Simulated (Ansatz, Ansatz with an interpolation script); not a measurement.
Rows from a G0W0 calculation on Rb2NaYF6 (Fm-3m) (Ansatz 0.2.0; G0W0 on LDA, plane waves, PAW; PAW set soft_1; 4×4×4 mesh, 733 empty bands, screening to 150 eV, PAW set soft_1 files), in eV. Spin-orbit coupling is left out.

```tsv
row	k	band	start	Σx	Σc at the solution	Vxc
A	Γ	v7	0.839	-30.380	5.537	-22.727
B	Γ	c1	7.553	-5.475	-3.235	-10.355
C	Γ	v1	1.261	-31.198	5.558	-23.582
D	Γ	c2	9.519	-9.179	-4.059	-15.593
E	Γ	c5	10.183	-4.355	-3.300	-9.428
F	Γ	v4	1.097	-31.326	5.479	-23.783
```

Question: Work out each quasiparticle level and how far it moved.

The quasiparticle equation reads E = start + Σx + Σc(E) − Vxc.

```tsv
row	E (eV)	shift (eV)
A	-1.277	−2.116
B	9.197	+1.645
C	-0.798	−2.058
D	11.874	+2.355
E	11.956	+1.774
F	-0.966	−2.064
```

Limits: not at the basis limit; no spin-orbit coupling.

[Paths, hosts, dates, memory and timing lines, banners, echoed tables and standing remarks are left out of the program output.]

[Logs are printed without paths, hosts, clocks, repeated set-up lines and the standing remarks that a program may print on its own settings, such as how far it seeks lower states.]

[Runs of the session that timed out or met a known fault of the program may be left out.]

[Hosts, paths, dates, database ids (printed as entryN), source tags and the programs' standing remarks are cut or masked in the printed files.]
